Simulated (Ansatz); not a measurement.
## G0W0 on several functionals: InF3 (R-3c)

One-shot GW is not self-consistent; how far does the start matter for InF3 (R-3c)?

Calculated with Ansatz 0.2.0; G0W0 on several functionals, plane waves, PAW.

In doubt: masses and optical values from hybrid runs of this build are listed as unsure (step 4), which bears on the screening that GW takes from such a start.

### Step 1. The starting structure

The structure is trigonal, space group R-3c (No. 167). The conventional cell has a = 5.204 Å, b = 5.204 Å, c = 14.723 Å, α = 90.00°, β = 90.00°, γ = 120.00°. Nearest to In lie 6 F at 2.08 Å. Nearest to F lie 2 In at 2.08 Å. Farther neighbours and most contacts between anions are not listed.

Structure file:

```cif
data_structure
_symmetry_space_group_name_H-M 'P 1'
_symmetry_Int_Tables_number 1
_cell_length_a 5.7543
_cell_length_b 5.7543
_cell_length_c 5.7543
_cell_angle_alpha 53.771
_cell_angle_beta 53.771
_cell_angle_gamma 53.771
_cell_volume 115.11
loop_
_atom_site_label
_atom_site_type_symbol
_atom_site_fract_x
_atom_site_fract_y
_atom_site_fract_z
_atom_site_occupancy
In1 In 0.50000 0.50000 0.50000 1
In2 In 0.00000 0.00000 0.00000 1
F3 F 0.39571 0.75000 0.10429 1
F4 F 0.75000 0.10429 0.39571 1
F5 F 0.89571 0.60429 0.25000 1
F6 F 0.25000 0.89571 0.60429 1
F7 F 0.60429 0.25000 0.89571 1
F8 F 0.10429 0.39571 0.75000 1
```

The cell and positions are those that the Materials Project relaxed with its own functionals (PBE, PBE+U or r2SCAN), kept fixed. The default PAW set here is soft_2. Its files were made with PBE.

### Step 2. G0W0 on LDA

G0W0 replaces the xc potential by the self-energy, built once from these orbitals. Only a window of levels is corrected, while the sums run over the empty bands that the input names.

This step: G0W0 on LDA, plane waves, PAW.

input.yaml

```yaml
crystal:
  lattice:
    - [2.6021411829, 1.5023469124, 4.9075061345]
    - [-2.6021411829, 1.5023469124, 4.9075061345]
    - [0.0, -3.0046938249, 4.9075061345]
  atoms:
    - { symbol: In, position: [0.5, 0.5, 0.5] }
    - { symbol: In, position: [0.0, 0.0, 0.0] }
    - { symbol: F, position: [0.39570922, 0.75, 0.10429078] }
    - { symbol: F, position: [0.75, 0.10429078, 0.39570922] }
    - { symbol: F, position: [0.89570922, 0.60429078, 0.25] }
    - { symbol: F, position: [0.25, 0.89570922, 0.60429078] }
    - { symbol: F, position: [0.60429078, 0.25, 0.89570922] }
    - { symbol: F, position: [0.10429078, 0.39570922, 0.75] }
kpoints:
  mp_grid: { grid: [4, 4, 4] }
hamiltonian:
  xc: lda
scf:
  occupations: { method: fixed }
gw:
  n_empty_bands: 911
  ecut_chi: 230.0
  qp_bands: [v2, c2]
  qp_kpoints: band_edges
  screening: { model: contour_deformation }
```

The run is started by

```sh
ansatz run input.yaml --threads 3 --pin off --max-ram 92160MiB --backend cuda --events-out ev --progress --plain --runs-dir out --devices 1 --max-vram 13GiB  # rebuilt from the run's record
```

Numbers of over 12 decimals in the logs are rounded to 6 here.

The program printed:

```text
GPUs: using 1 of 1 available (devices: 1).
Engine: ansatz 0.2.0, x86_64-unknown-linux-gnu
Pseudopotentials: kind: paw
Pseudopotential: In, paw, valence charge 13, recommended cutoff 420 eV (normal), In.paw.azcp
Pseudopotential: F, paw, valence charge 7, recommended cutoff 420 eV (normal), F.paw.azcp
Functional definition: SPW92
  exchange = slater_x
  correlation = pw_c
device memory: the entry about to start is reckoned to put 2.3 GiB on a device that reports 33.4 GiB free (of which the cap on the GPU budget leaves the run 13.0 GiB)
GPU FFT provider: cuFFT
GPU libraries: cuBLAS 13.8.2, cuFFT 12.4.0, cuSOLVER 12.3.4
Crystal: 8 atoms, lattice volume = 115.110 Å³
Basis set: ecut = 420 eV, 2249 PW (Γ)
Bands: 42, of which v1, the nominal top of the filled ones, is band 34 counted from 1 (33 counted from 0)
Symmetry: 12 space group operations
Space group: R-3c (ITA 167), of the structure as read, at distance tolerance 4.9e-5 Å
k-points: 13 of 64
Non-local potential: In, projectors of the file, l = 0: 2, l = 1: 2, l = 2: 2, l = 3: 2
Non-local potential: F, projectors of the file, l = 0: 2, l = 1: 2, l = 2: 1
PAW form: soft (Blöchl's): semilocal exchange-correlation on the pseudo side does not see the compensation charge
PAW frozen core: In, regenerated for the run's functional, and the local potential with it (the file was generated under x = pbe(κ = 0.804, μ = 0.219515), c = pbe(β = 0.066725))
PAW frozen core: F, regenerated for the run's functional, and the local potential with it (the file was generated under x = pbe(κ = 0.804, μ = 0.219515), c = pbe(β = 0.066725))
PAW one-centre angular grid: In, 590 points (default); XC on 64 Gauss nodes
PAW one-centre angular grid: F, 110 points (default); XC on 64 Gauss nodes
Initial density: superposition of atomic densities (neutral atoms: chi_scale 0, normalization atom), corrected by the library's trained network
Initial wavefunctions: pseudopotential atomic-orbital guess
GPU buffer pool allocated for 64000 grid points (all kernels)
GPU transforms: local potential and band sums: pruned to the plane-wave sphere, on 40×40×40
Functional: x = slater, c = lda
SCF iter   1: F=—  HF=-15679.967437 eV  |F-HF|=—  |Δ(HF+E_count)|=         —  Δρ=2.04e-2  dr2=3.33e-1  ethr=1.77e-3  ⟨swp⟩=4.8  Hψ=1835  notcnv=0  defer=78
preconditioner: auto → Resta (q_TF=auto, 2.499 Å⁻¹)  ε∞=3.6  [insulator: Δε(μ)=3.795 eV  Ē_g=17.765 eV  n_scr=26 (ndim 8)  ℏωp=28.5 eV  f_vac=0.174  ε∞_Penn≈3.6]
SCF iter   2: F=—  HF=-15679.869257 eV  |F-HF|=—  |Δ(HF+E_count)|=   9.82e-2  Δρ=5.03e-3  dr2=1.06e-2  ethr=4.89e-4  ⟨swp⟩=2.2  Hψ=924  notcnv=0  defer=78
SCF iter   3: F=—  HF=-15679.865827 eV  |F-HF|=—  |Δ(HF+E_count)|=   3.43e-3  Δρ=1.92e-3  dr2=2.59e-3  ethr=1.56e-5  ⟨swp⟩=2.0  Hψ=901  notcnv=0  defer=78
SCF iter   4: F=—  HF=-15679.865276 eV  |F-HF|=—  |Δ(HF+E_count)|=   5.50e-4  Δρ=9.09e-4  dr2=6.30e-4  ethr=3.81e-6  ⟨swp⟩=1.0  Hψ=513  notcnv=0  defer=67
SCF iter   5: F=—  HF=-15679.865092 eV  |F-HF|=—  |Δ(HF+E_count)|=   1.84e-4  Δρ=1.96e-4  dr2=3.48e-5  ethr=9.27e-7  ⟨swp⟩=2.0  Hψ=643  notcnv=0  defer=34
SCF iter   6: F=—  HF=-15679.865087 eV  |F-HF|=—  |Δ(HF+E_count)|=   5.32e-6  Δρ=2.46e-5  dr2=6.28e-7  ethr=5.12e-8  ⟨swp⟩=2.4  Hψ=779  notcnv=0  defer=33
SCF iter   7: F=-15679.865087 eV  HF=-15679.865087 eV  |F-HF|=1.18e-9  |Δ(HF+E_count)|=   2.60e-8  Δρ=2.15e-6  dr2=7.16e-9  ethr=1.47e-10  ⟨swp⟩=9.2  Hψ=2180  notcnv=0
SCF 1 converged in 7 iterations: F = -15679.865087 eV  dr2 = 7.16e-9
  greatest PAW one-centre occupation: 0.993 electrons in one spin orbital (limit 2), on the In atom at site 0 (counted from 0), in its partial waves of l = 2
device memory: the entry about to start is reckoned to put 3.1 GiB on a device that reports 33.4 GiB free (of which the cap on the GPU budget leaves the run 13.0 GiB)
NSCF: frozen V_eff on 13 k-points
the band table was solved once the SCF had ended and its energy, with any forces and stress, was formed, with the checks that follow a solve (2102 applications of the Hamiltonian). They found nothing against the state; the energy, forces and stress were not computed again (output.eigenvalues in the input reference)
device memory: the entry about to start is reckoned to put 5.5 GiB on a device that reports 33.4 GiB free (of which the cap on the GPU budget leaves the run 13.0 GiB)
NSCF: frozen V_eff on 13 k-points
G₀W₀ screening: q 1/13
[... further progress lines ...]
device memory: the entry about to start is reckoned to put 0.7 GiB on a device that reports 29.0 GiB free (of which the cap on the GPU budget leaves the run 13.0 GiB)
NSCF: frozen V_eff on 1 k-points
device memory: the entry about to start is reckoned to put 0.7 GiB on a device that reports 29.0 GiB free (of which the cap on the GPU budget leaves the run 13.0 GiB)
NSCF: frozen V_eff on 1 k-points
device memory: the entry about to start is reckoned to put 0.7 GiB on a device that reports 29.0 GiB free (of which the cap on the GPU budget leaves the run 13.0 GiB)
NSCF: frozen V_eff on 1 k-points
SCF converged after 7 iterations
Free energy (F): -15679.865087 eV
Harris-Foulkes:  -15679.865087 eV  (|F-HF|=1.18e-9)
Internal energy: -15679.865087 eV  (E = F + TS)
E sigma→0 (E₀):  -15679.865087 eV
Fermi energy:    1.213487 eV
--- Per-component energies (eV) ---
  E_band       = -404.694113
  E_kinetic    = 1718.595751
  E_local      = -6290.710337  (includes V_loc(G=0)·N_el)
  E_nonlocal   = 1205.933247
  E_hartree    = 2396.048968
  E_xc         = -885.467276
  E_vxc        = -796.771553  (∫ρ·V_xc dr)
  E_paw        = -9172.532044  (= ΣΔE_a)
  E_vpaw       = -1033.855251  (= ΣTr[D̂ρ^β])
  E_aug_tail   = 0.012177  (compensation charges beyond the density's cutoff)
  E_ewald      = -4652.994155
  E_core_change = 1.248583  (= ΣΔE_core)
  E_smearing   = -0.000000  (= −TS)
  E_closure    = 0.000000  (closes the sum)
  Σ components = -15679.865087   (vs F -15679.865087, Δ=0.00e0)
--- Band table (eV; the first three rows and the last of 13) ---
  k-point 0: bands = [... 30 lower, 1.0245, 1.0245, 1.1791, 1.1791, 5.2268, 10.6603, 11.6223, 12.7246, ... 4 higher]
  k-point 1: bands = [... 30 lower, 0.9363, 0.9427, 1.0931, 1.1523, 6.0983, 9.6302, 12.1550, 12.2348, ... 4 higher]
  k-point 2: bands = [... 30 lower, 0.9470, 0.9470, 1.0785, 1.0785, 7.8419, 7.8419, 12.2191, 12.2191, ... 4 higher]
  k-point 12: bands = [... 30 lower, 1.0879, 1.0879, 1.0879, 1.0879, 7.6511, 7.6511, 12.9092, 12.9092, ... 4 higher]
--- G₀W₀: contour deformation, 6 samples at zero and on the imaginary axis and 3 off it, 64 q-points, 911 empty bands' worth ---
  eigenvalues of the whole cell's RPA ε∞ on this k-mesh (on a slab, of 1 + 4πα/V) = 2.3823, 2.3823, 2.4606; static W/v taken at q = 0 is 0.415583
  bands read: the sum over 945 bands ends inside a degenerate multiplet in 3 slots, whose members it reads at an even weight; the widest, k=12: bands 943 to 946 (counted from 1) at 3/4 each
  gw.qp_kpoints: band_edges: 13 of 13 stored k-points solved, in 1 pass; an edge of the gap read off the rows below is read off those points alone
    ik  band        ε_KS         Σx   Σc(E_QP)       V_xc       Z   E_QP_lin       E_QP  E_QP is
     0    33      1.1791   -32.3070     5.7802   -24.5867  0.7602    -0.8260    -0.7611  root
     0    34      1.1791   -32.3070     5.7802   -24.5867  0.7602    -0.8260    -0.7611  root
     0    35      5.2268   -11.7178    -3.4289   -16.6205  0.8502     6.7141     6.7005  root
     0    36     10.6603   -15.1560    -4.8750   -22.1692  0.7940    12.8881    12.7984  root
     1    33      1.0931   -31.9567     5.9375   -24.0515  0.7576    -0.9440    -0.8746  root
     1    34      1.1523   -32.1187     5.9129   -24.2422  0.7582    -0.8796    -0.8112  root
     1    35      6.0983   -12.8458    -3.4463   -17.8517  0.8422     7.6749     7.6579  root
     1    36      9.6302   -13.8347    -4.4655   -20.2997  0.8144    11.6883    11.6298  root
     2    33      1.0785   -32.0463     5.8911   -24.1894  0.7585    -0.9560    -0.8872  root
     2    34      1.0785   -32.0463     5.8911   -24.1894  0.7585    -0.9560    -0.8872  root
     2    35      7.8419   -13.4497    -3.8919   -19.1347  0.8307     9.6665     9.6349  root
     2    36      7.8419   -13.4497    -3.8919   -19.1347  0.8307     9.6665     9.6349  root
     3    33      1.0680   -31.9277     5.9343   -24.0237  0.7574    -0.9718    -0.9018  root
     3    34      1.1282   -32.3584     5.5716   -24.8843  0.7632    -0.8344    -0.7743  root
     3    35      6.3246   -13.1384    -3.4597   -18.1809  0.8400     7.9256     7.9073  root
     3    36      9.7639   -14.4680    -4.5189   -21.0205  0.8091    11.8606    11.7975  root
     4    33      1.0659   -32.0646     5.9255   -24.1596  0.7581    -0.9842    -0.9136  root
     4    34      1.1341   -32.1696     5.8315   -24.3882  0.7593    -0.8824    -0.8158  root
     4    35      7.5862   -13.8255    -3.7844   -19.3684  0.8305     9.3736     9.3446  root
     4    36      8.7036   -13.8668    -4.1682   -19.9406  0.8226    10.6521    10.6092  root
     5    33      1.0329   -32.1395     5.7684   -24.4240  0.7599    -0.9807    -0.9141  root
     5    34      1.1671   -32.2580     5.8058   -24.5116  0.7599    -0.8385    -0.7735  root
     5    35      7.1768   -13.4145    -3.6984   -18.8199  0.8347     8.9088     8.8838  root
     5    36      8.8402   -13.8733    -4.2180   -20.0127  0.8216    10.8064    10.7615  root
[...]
11    33      1.1101   -32.2651     5.7221   -24.6056  0.7609    -0.8921    -0.8273  root
    11    34      1.1101   -32.2651     5.7221   -24.6056  0.7609    -0.8921    -0.8273  root
    11    35      8.3300   -14.2891    -4.0261   -20.1819  0.8232    10.2356    10.1967  root
    11    36      8.3300   -14.2891    -4.0261   -20.1819  0.8232    10.2356    10.1967  root
    12    33      1.0879   -32.0289     5.8411   -24.2488  0.7584    -0.9174    -0.8511  root
    12    34      1.0879   -32.0289     5.8411   -24.2488  0.7584    -0.9174    -0.8511  root
    12    35      7.6511   -13.1858    -3.7615   -18.6925  0.8323     9.4250     9.3962  root
    12    36      7.6511   -13.1858    -3.7615   -18.6925  0.8323     9.4250     9.3962  root
```

It took 57 s on 1 × NVIDIA H100 80GB HBM3 (shared by 6 runs) with 3 threads of AMD EPYC 7R13 (Zen 3), shared host; peak memory 3.7 GiB.

This step gave:

```yaml
bands_summed: 945
rpa_eps_infinity_on_this_mesh_eigenvalues: 2.382, 2.382, 2.461
plane_waves_in_the_screening_matrix: 919
q_points_in_the_mesh: 64
g0w0_gap_on_the_mesh: 7.421 eV
k_of_the_valence_top: 0, -0.5, -0.5
k_of_the_conduction_bottom: 0, 0, 0
starting_gap_on_the_mesh: 4.013 eV
z_at_the_valence_top: 0.7610
z_at_the_conduction_bottom: 0.8502
least_direct_g0w0_gap_on_the_computed_points: 7.462 eV
```

The gap on the mesh goes from 4.01 eV to 7.42 eV, a correction of +3.41 eV. Between the two edge states, bare exchange in place of the xc potential would open the gap by 12.59 eV, and correlation takes back 9.18 eV.

### Step 3. G0W0 on r2SCAN

One-shot GW remembers its start. Another functional's orbitals and levels show by how much.

This step: G0W0 on r2SCAN, plane waves, PAW.

Edit input.yaml of step 2 so:

```diff
@@ -17,3 +17,3 @@
 hamiltonian:
-  xc: lda
+  xc: r2scan
 scf:
```

The program printed:

```text
GPUs: using 1 of 1 available (devices: 1).
[...]
GPU FFT provider: cuFFT
GPU libraries: cuBLAS 13.8.2, cuFFT 12.4.0, cuSOLVER 12.3.4
Crystal: 8 atoms, lattice volume = 115.110 Å³
Basis set: ecut = 500 eV, 2957 PW (Γ), exchange–correlation on 180×180×180 points (64 copies of the dense FFT grid, shifted against one another)
Bands: 42, of which v1, the nominal top of the filled ones, is band 34 counted from 1 (33 counted from 0)
[... 1 set-up line as in the run before ...]
[...]
k-points: 13 of 64
[...]
GPU buffer pool allocated for 91125 grid points (all kernels)
[...]
SCF iter   1: F=—  HF=-16087.121172 eV  |F-HF|=—  |Δ(HF+E_count)|=         —  Δρ=1.16e-2  dr2=1.16e-1  dr2_τ=2.02e-1  ethr=1.77e-3  ⟨swp⟩=4.9  Hψ=1846  notcnv=0  defer=78
[...]
SCF iter   7: F=-16087.198964 eV  HF=-16087.198964 eV  |F-HF|=2.67e-9  |Δ(HF+E_count)|=   9.79e-8  Δρ=2.87e-6  dr2=8.33e-9  dr2_τ=4.23e-10  ethr=1.47e-10  ⟨swp⟩=9.0  Hψ=1912  notcnv=0
SCF 1 converged in 7 iterations: F = -16087.198964 eV  dr2 = 8.33e-9
[...]
NSCF: frozen V_eff on 13 k-points
[...]
G₀W₀ screening: q 1/13
[... further progress lines ...]
[...]
SCF converged after 7 iterations
Free energy (F): -16087.198964 eV
[...]
Internal energy: -16087.198964 eV  (E = F + TS)
E sigma→0 (E₀):  -16087.198964 eV
Fermi energy:    1.012783 eV
[...]
--- Band table (eV; the first three rows and the last of 13) ---
  k-point 0: bands = [... 30 lower, 0.8675, 0.8675, 0.9825, 0.9825, 6.0961, 11.7303, 12.7201, 13.9119, ... 4 higher]
  k-point 1: bands = [... 30 lower, 0.7687, 0.7805, 0.8797, 0.9401, 6.9634, 10.6578, 13.2630, 13.3355, ... 4 higher]
  k-point 2: bands = [... 30 lower, 0.7379, 0.7379, 0.8682, 0.8682, 8.7755, 8.7755, 13.2756, 13.2756, ... 4 higher]
  k-point 12: bands = [... 30 lower, 0.8822, 0.8822, 0.8822, 0.8822, 8.5546, 8.5546, 13.9902, 13.9902, ... 4 higher]
[...]
0    33      0.9825   -32.6580     5.1187   -25.7561  0.7897    -0.8391    -0.8007  root
     0    34      0.9825   -32.6580     5.1187   -25.7561  0.7897    -0.8391    -0.8007  root
     0    35      6.0961   -10.6890    -3.4037   -15.2077  0.8710     7.2170     7.2111  root
     0    36     11.7303   -14.4935    -4.5152   -20.8281  0.8227    13.5916    13.5498  root
     1    33      0.8797   -32.0729     5.4402   -24.7946  0.7845    -1.0024    -0.9584  root
     1    34      0.9401   -32.2252     5.4142   -24.9791  0.7850    -0.9352    -0.8919  root
     1    35      6.9634   -11.7365    -3.4043   -16.3688  0.8641     8.1993     8.1914  root
     1    36     10.6578   -13.1467    -4.1759   -18.9535  0.8396    12.3138    12.2886  root
[...]
12    33      0.8822   -32.1534     5.3557   -24.9861  0.7852    -0.9714    -0.9293  root
    12    34      0.8822   -32.1534     5.3557   -24.9861  0.7852    -0.9714    -0.9293  root
    12    35      8.5546   -12.2623    -3.5998   -17.2701  0.8553     9.9755     9.9627  root
    12    36      8.5546   -12.2623    -3.5998   -17.2701  0.8553     9.9755     9.9627  root
```

It took 2 min on 1 × NVIDIA H100 80GB HBM3 (shared by 6 runs) with 3 threads; peak memory 4 GiB; 4.1 min of CPU time.

Numbers from this step:

```yaml
bands_summed: 945
rpa_eps_infinity_on_this_mesh_eigenvalues: 2.138, 2.138, 2.195
plane_waves_in_the_screening_matrix: 919
q_points_in_the_mesh: 64
g0w0_gap_on_the_mesh: 7.995 eV
k_of_the_valence_top: 0, -0.5, -0.5
k_of_the_conduction_bottom: 0, 0, 0
starting_gap_on_the_mesh: 5.083 eV
z_at_the_valence_top: 0.7882
z_at_the_conduction_bottom: 0.8710
least_direct_g0w0_gap_on_the_computed_points: 8.012 eV
```

Against the run with 4×4×4 mesh, 911 empty bands, screening to 230 eV on LDA, the gap moves by +0.57 eV, while the start moved by +1.07 eV.

### Step 4. G0W0 on HSE06

This step: G0W0 on HSE06, plane waves, PAW.

Edit input.yaml of step 3 so:

```diff
@@ -17,3 +17,3 @@
 hamiltonian:
-  xc: r2scan
+  xc: hse06
 scf:
```

The program printed:

```text
GPUs: using 1 of 1 available (devices: 1).
[...]
davidson cushion auto → on  (no smearing: the cushion is to keep the highest requested band from converging to the state above it; pin scf.eigensolver.cushion to override)
[...]
GPU FFT provider: cuFFT
GPU libraries: cuBLAS 13.8.2, cuFFT 12.4.0, cuSOLVER 12.3.4
Crystal: 8 atoms, lattice volume = 115.110 Å³
Basis set: ecut = 420 eV, 2249 PW (Γ)
[...]
1    35      7.3283   -11.3027    -3.3283   -15.6862  0.8810     8.3877     8.3835  root
     1    36     11.1750   -12.7096    -3.9504   -18.0162  0.8609    12.5423    12.5311  root
[...]
12    33     -0.1932   -32.2199     4.8185   -26.1860  0.8103    -1.4215    -1.4086  root
    12    34     -0.1932   -32.2199     4.8185   -26.1860  0.8103    -1.4215    -1.4086  root
    12    35      8.9787   -11.8245    -3.4631   -16.4730  0.8736    10.1705    10.1641  root
    12    36      8.9787   -11.8245    -3.4631   -16.4730  0.8736    10.1705    10.1641  root
[key lines of the parts left out:]
Free energy (F): -16056.115075 eV
Fermi energy:    0.007293 eV
```

It took 4.6 min on 1 × NVIDIA H100 80GB HBM3 (shared by 6 runs) with 3 threads; peak memory 4.1 GiB.

Numbers from this step:

| Quantity | Value |
| --- | --- |
| bands summed | 945 |
| RPA ε∞ on this mesh (eigenvalues) | 1.992, 1.992, 2.037 |
| plane waves in the screening matrix | 919 |
| G0W0 gap on the mesh | 8.572 eV |
| k of the valence top | 0, -0.5, -0.5 |
| k of the conduction bottom | 0, 0, 0 |
| starting gap on the mesh | 6.438 eV |
| least direct G0W0 gap on the computed points | 8.579 eV |

Against the run with 4×4×4 mesh, 911 empty bands, screening to 230 eV on r2SCAN, the gap moves by +0.58 eV, while the start moved by +1.35 eV.

### Step 5. The starts together

All on the 4×4×4 mesh with 911 empty bands and screening to 230 eV. Times are wall times on 1 × NVIDIA H100 80GB HBM3 (shared by 6 runs) with 3 threads of AMD EPYC 7R13 (Zen 3), shared host, good to a factor of about two.

```
 start  starting gap (eV)  shift (eV)  G0W0 gap (eV)  RPA ε∞ (harmonic mean)  Z (valence, conduction)     time
   LDA               4.01       +3.41           7.42                    2.41               0.76, 0.85     57 s
r2SCAN               5.08       +2.91           7.99                    2.16               0.79, 0.87    2 min
 HSE06               6.44       +2.13           8.57                    2.01               0.82, 0.89  4.6 min
```

How the two edges are built up, in eV (the quasiparticle level is the starting level plus Σx plus Σc less Vxc):

```
   run               edge  start      Σx     Σc     Vxc     Z     QP
   LDA        valence top   1.21  -32.41   5.75  -24.73  0.76  -0.72
   LDA  conduction bottom   5.23  -11.72  -3.43  -16.62  0.85   6.70
r2SCAN        valence top   1.01  -32.56   5.23  -25.54  0.79  -0.78
r2SCAN  conduction bottom   6.10  -10.69  -3.40  -15.21  0.87   7.21
 HSE06        valence top   0.01  -33.11   4.19  -27.75  0.82  -1.17
 HSE06  conduction bottom   6.45  -10.38  -3.33  -14.66  0.89   7.41
```

For a hybrid start, Vxc holds its share of exact exchange.

### Step 6. Outcome

```yaml
g0w0_lda: 7.42 eV (start 4.01 eV)
g0w0_r2scan: 7.99 eV (start 5.08 eV)
g0w0_hse06: 8.57 eV (start 6.44 eV)
known_limits: not at the basis limit; no spin-orbit coupling
```

The starting gaps span 2.42 eV and the G0W0 gaps 1.15 eV. Between LDA and HSE06, 1.15 eV of the 2.42 eV survives, 47 %. HSE06 screens less than LDA (ε∞ 2.01 against 2.41). Of the 1.15 eV by which its G0W0 gap is higher, the correlation part gives +1.66 eV, and exchange with the one-particle terms, which follow the orbitals, −0.51 eV. The smallest correction, +2.13 eV, is on HSE06, the start nearest to reproducing itself. Bands and cutoff are finite, so the gap is not at the basis limit. The miss can reach some tenths of an eV and take either sign; the mesh is an error of its own. The many-body steps are scalar-relativistic: spin-orbit coupling is not in them.

[Paths, hosts, dates, memory and timing lines, banners, echoed tables and standing remarks are left out of the program output.]

[Logs are printed without paths, hosts, clocks, repeated set-up lines and the standing remarks that a program may print on its own settings, such as how far it seeks lower states.]

[Runs of the session that timed out or met a known fault of the program may be left out.]

[Cells called generated may have been cut or substituted from an entry of the Crystallography Open Database or the Materials Project.]

[Hosts, paths, dates, database ids (printed as entryN), source tags and the programs' standing remarks are cut or masked in the printed files.]
